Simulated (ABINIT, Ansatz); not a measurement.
**CsGeCl3 (R3m): G0W0 on several meshes in ABINIT**

Aim: the GW shift of CsGeCl3 (R3m) against the k mesh.

Main program and level: ABINIT 10.8.3; LDA and many-body steps on it, plane waves.

Most raw output is cut from this account.

## Step 1: Starting point

It takes space group R3m (No. 160, trigonal). The conventional cell has a = 7.694 Å, b = 7.694 Å, c = 9.535 Å, α = 90.00°, β = 90.00°, γ = 120.00°. Nearest to Cs lie 12 Cl at 3.86 to 3.90 Å. Nearest to Ge lie 3 Cl at 2.37 Å. Cl has 2 Ge at 2.37 to 3.10 Å and 4 Cs at 3.86 to 3.90 Å nearest. Farther neighbours and most contacts between anions are not listed.

As a file:

```cif
data_structure
_symmetry_space_group_name_H-M 'P 1'
_symmetry_Int_Tables_number 1
_cell_length_a 5.4619
_cell_length_b 5.4619
_cell_length_c 5.4619
_cell_angle_alpha 89.546
_cell_angle_beta 89.546
_cell_angle_gamma 89.546
_cell_volume 162.93
loop_
_atom_site_label
_atom_site_type_symbol
_atom_site_fract_x
_atom_site_fract_y
_atom_site_fract_z
_atom_site_occupancy
Cs1 Cs 0.99840 0.99840 0.99840 1
Ge2 Ge 0.51553 0.51553 0.51553 1
Cl3 Cl 0.49671 0.49671 0.94864 1
Cl4 Cl 0.49671 0.94864 0.49671 1
Cl5 Cl 0.94864 0.49671 0.49671 1
```

The cell and positions are those that the Materials Project relaxed with its own functionals (PBE, PBE+U or r2SCAN), kept fixed. Spin-orbit coupling is left out unless a step names it.

## Step 2: Empty states on the mesh, 2×2×2 mesh, 352 bands

This step: ABINIT 10.8.3; DFT, LDA, plane waves, norm-conserving pseudopotentials.

The sums over transitions need many empty states on a uniform mesh; this step solves for them.

run.abi

```
acell 3*1.0 Angstrom
rprim 
  3.846816390705 2.220960478697 3.178300533600
  -3.846816390705 2.220960478697 3.178300533600
  0.000000000000 -4.441920957394 3.178300533600
ntypat 3
znucl 55 32 17
natom 5
typat 1 2 3 3 3
xred 
  0.998403350000 0.998403350000 0.998403350000
  0.515533150000 0.515533150000 0.515533150000
  0.496712670000 0.496712670000 0.948638170000
  0.496712670000 0.948638170000 0.496712670000
  0.948638170000 0.496712670000 0.496712670000
pp_dirpath "pseudos"
pseudos "Cs.upf, Ge.upf, Cl.upf"
ecut 56
ngkpt 2 2 2
nshiftk 1
shiftk 0 0 0
kptopt 1
chksymbreak 0
iscf -2
irdden 1
istwfk *1
nband 352
nbdbuf 32
tolwfr 1e-09
nstep 60
prtvol 0
indata_prefix "in"
outdata_prefix "out"
tmpdata_prefix "tmp"
```

The run is started by

```
OMP_NUM_THREADS=2 mpirun -n 4 abinit run.abi > log
```

Run time: 4.8 min. Hardware: 4 MPI ranks of Arm Neoverse V2, shared host; peak memory 1 GiB.

This step gave:

```yaml
gap: 1.977 eV
k_of_the_valence_top: 0.5, 0.5, 0.5
k_of_the_conduction_bottom: 0.5, 0.5, 0.5
least_direct_gap: 1.977 eV
k_points_computed: 4
lowest_point_of_the_top_converged_band_above_the_valence_top: 77.4812 eV
```

On this mesh the gap is 1.977 eV.

The density comes from a self-consistent run that is not shown.

## Step 3: Screening, 2×2×2 mesh, 146 bands, screening to 141.5 eV

The RPA dielectric matrix is built and inverted for each q.

This step: RPA screening on LDA, plane waves, norm-conserving pseudopotentials.

run.abi: that of step 2 with these lines changed.

```diff
@@ -23,10 +23,11 @@
 chksymbreak 0
-iscf -2
-irdden 1
 istwfk *1
-nband 352
-nbdbuf 32
-tolwfr 1e-09
-nstep 60
-prtvol 0
+occopt 1
+irdwfk 1
+optdriver 3
+nband 146
+ecuteps 5.2
+inclvkb 2
+awtr 1
+symchi 1
 indata_prefix "in"
```

The run is started by

```
OMP_NUM_THREADS=1 mpirun -n 8 abinit run.abi > log
```

Wall time 44 s (8 MPI ranks); peak memory 4.7 GiB.

Numbers from this step:

| Item | Value |
| --- | --- |
| ε∞ with local fields, on this mesh, along the program's q direction | 5.957 |
| the same without local fields | 7.229 |
| plasma frequency | 20.98 eV |
| plane waves in the screening matrix | 619 |

Local fields lower ε∞ by 18 %. On a Γ-centred mesh this coarse the value itself is usually too large, while a short band sum pulls it down.

## Step 4: 2×2×2

The self-energy is evaluated for the states that the input lists, and the levels follow from it, in one-shot runs by the linearised quasiparticle equation.

This step: G0W0 on LDA, plane waves, norm-conserving pseudopotentials.

run.abi: that of step 3 with these lines changed.

```diff
@@ -26,8 +26,17 @@
 irdwfk 1
-optdriver 3
+optdriver 4
 nband 146
+gwcalctyp 0
+ecutsigx 56
+symsigma 1
+nkptgw 2
+kptgw 
+  0.5000000000 0.5000000000 0.5000000000
+  0.0000000000 0.0000000000 0.0000000000
+bdgw 
+  25 28
+  24 29
 ecuteps 5.2
-inclvkb 2
-awtr 1
-symchi 1
+irdscr 1
+ppmodel 1
 indata_prefix "in"
```

It took 17 s on 8 MPI ranks; peak memory 2.9 GiB.

This step gave:

* G0W0 gap on the points computed: 3.623 eV
* starting gap on the mesh: 1.977 eV
* k of the valence top: 0.5, 0.5, 0.5
* k of the conduction bottom: 0.5, 0.5, 0.5
* Z at the valence top: 0.788
* Z at the conduction bottom: 0.809
* least direct G0W0 gap on the computed points: 3.623 eV

The gap on the mesh goes from 1.98 eV to 3.62 eV, a correction of +1.65 eV.

## Step 5: Empty states on the mesh, 4×4×4 mesh, 160 bands

This step: DFT, LDA, plane waves, norm-conserving pseudopotentials.

run.abi: that of step 4 with these lines changed.

```diff
@@ -18,3 +18,3 @@
 ecut 56
-ngkpt 2 2 2
+ngkpt 4 4 4
 nshiftk 1
@@ -23,20 +23,10 @@
 chksymbreak 0
+iscf -2
+irdden 1
 istwfk *1
-occopt 1
-irdwfk 1
-optdriver 4
-nband 146
-gwcalctyp 0
-ecutsigx 56
-symsigma 1
-nkptgw 2
-kptgw 
-  0.5000000000 0.5000000000 0.5000000000
-  0.0000000000 0.0000000000 0.0000000000
-bdgw 
-  25 28
-  24 29
-ecuteps 5.2
-irdscr 1
-ppmodel 1
+nband 160
+nbdbuf 14
+tolwfr 1e-09
+nstep 60
+prtvol 0
 indata_prefix "in"
```

The job ended after 4.5 min (8 MPI ranks; peak memory 1.7 GiB; 36 min of CPU time).

This step gave:

| Quantity | Value |
| --- | --- |
| gap | 1.977 eV |
| k of the valence top | 0.5, 0.5, 0.5 |
| k of the conduction bottom | 0.5, 0.5, 0.5 |
| least direct gap | 1.977 eV |
| k points computed | 13 |
| lowest point of the top converged band, above the valence top | 39.70 eV |

On this mesh the gap is 1.977 eV.

## Step 6: Screening, 4×4×4 mesh, 146 bands, screening to 141.5 eV

This step: RPA screening on LDA, plane waves, norm-conserving pseudopotentials.

run.abi: that of step 5 with these lines changed.

```diff
@@ -23,10 +23,11 @@
 chksymbreak 0
-iscf -2
-irdden 1
 istwfk *1
-nband 160
-nbdbuf 14
-tolwfr 1e-09
-nstep 60
-prtvol 0
+occopt 1
+irdwfk 1
+optdriver 3
+nband 146
+ecuteps 5.2
+inclvkb 2
+awtr 1
+symchi 1
 indata_prefix "in"
```

Elapsed: 8 min, on 8 MPI ranks; peak memory 9.9 GiB.

Numbers from this step:

```
ε∞ with local fields, on this mesh, along the program's q direction : 3.961
the same without local fields                                       : 4.737
plasma frequency                                                    : 20.98 eV
plane waves in the screening matrix                                 : 619
```

## Step 7: 4×4×4

This step: G0W0 on LDA, plane waves, norm-conserving pseudopotentials.

run.abi: that of step 6 with these lines changed.

```diff
@@ -26,8 +26,17 @@
 irdwfk 1
-optdriver 3
+optdriver 4
 nband 146
+gwcalctyp 0
+ecutsigx 56
+symsigma 1
+nkptgw 2
+kptgw 
+  0.5000000000 0.5000000000 0.5000000000
+  0.0000000000 0.0000000000 0.0000000000
+bdgw 
+  25 28
+  24 29
 ecuteps 5.2
-inclvkb 2
-awtr 1
-symchi 1
+irdscr 1
+ppmodel 1
 indata_prefix "in"
```

It took 49 s on 8 MPI ranks; peak memory 7.5 GiB.

Numbers from this step:

```
G0W0 gap on the points computed              : 3.585 eV
starting gap on the mesh                     : 1.977 eV
k of the valence top                         : 0.5, 0.5, 0.5
k of the conduction bottom                   : 0.5, 0.5, 0.5
Z at the valence top                         : 0.791
Z at the conduction bottom                   : 0.813
least direct G0W0 gap on the computed points : 3.585 eV
```

Against G0W0 in ABINIT (2×2×2 mesh, 146 bands, screening to 141.5 eV, Godby-Needs plasmon pole), the gap moves by −0.038 eV.

## Step 8: The runs together

Times are wall times on 8 MPI ranks of Arm Neoverse V2, shared host, good to a factor of about two. A run's time includes the screening step that it read.

| run | mesh | bands | screening cutoff (eV) | DFT gap (eV) | gap on the mesh (eV) | direct (eV) | ε∞ used | time |
| --- | --- | --- | --- | --- | --- | --- | --- | --- |
| 2×2×2 | 2×2×2 | 146 | 141.5 | 1.977 | 3.623 | 3.623 | 5.96 | 61 s |
| 4×4×4 | 4×4×4 | 146 | 141.5 | 1.977 | 3.585 | 3.585 | 3.96 | 8.8 min |

## Step 9: Results

```
2×2×2        : 3.623 eV
4×4×4        : 3.585 eV
known limits : not at the basis limit; no spin-orbit coupling; coarse k mesh
```

**Reading.** 4×4×4: −0.038 eV against 2×2×2. Bands and cutoff are finite, so the gap is not at the basis limit. The miss can reach some tenths of an eV and take either sign; the mesh is an error of its own. In the G0W0 runs levels were corrected at 2 k points alone, so a gap called «on the mesh» is the least over those, and an edge elsewhere would be missed. The 2×2×2 mesh is coarse for this cell, which bears on the long-range parts of exchange and screening. The many-body steps are scalar-relativistic: spin-orbit coupling is not in them.

[Paths, hosts, dates, memory and timing lines, banners, echoed tables and standing remarks are left out of the program output.]

[Logs are printed without paths, hosts, clocks, repeated set-up lines and the standing remarks that a program may print on its own settings, such as how far it seeks lower states.]

[Runs of the session that timed out or met a known fault of the program may be left out.]

[Hosts, paths, dates, database ids (printed as entryN), source tags and the programs' standing remarks are cut or masked in the printed files.]

[G0W0 gaps are taken among the corrected bands and points alone; a level outside them can change the order at an edge.]

[Where Ansatz stands beside ABINIT at settings called matched, ABINIT's density can come from a denser mesh and the files from another edition; pairs whose starting gaps differed by over 0.03 eV were left out, so agreement reads better than it is.]
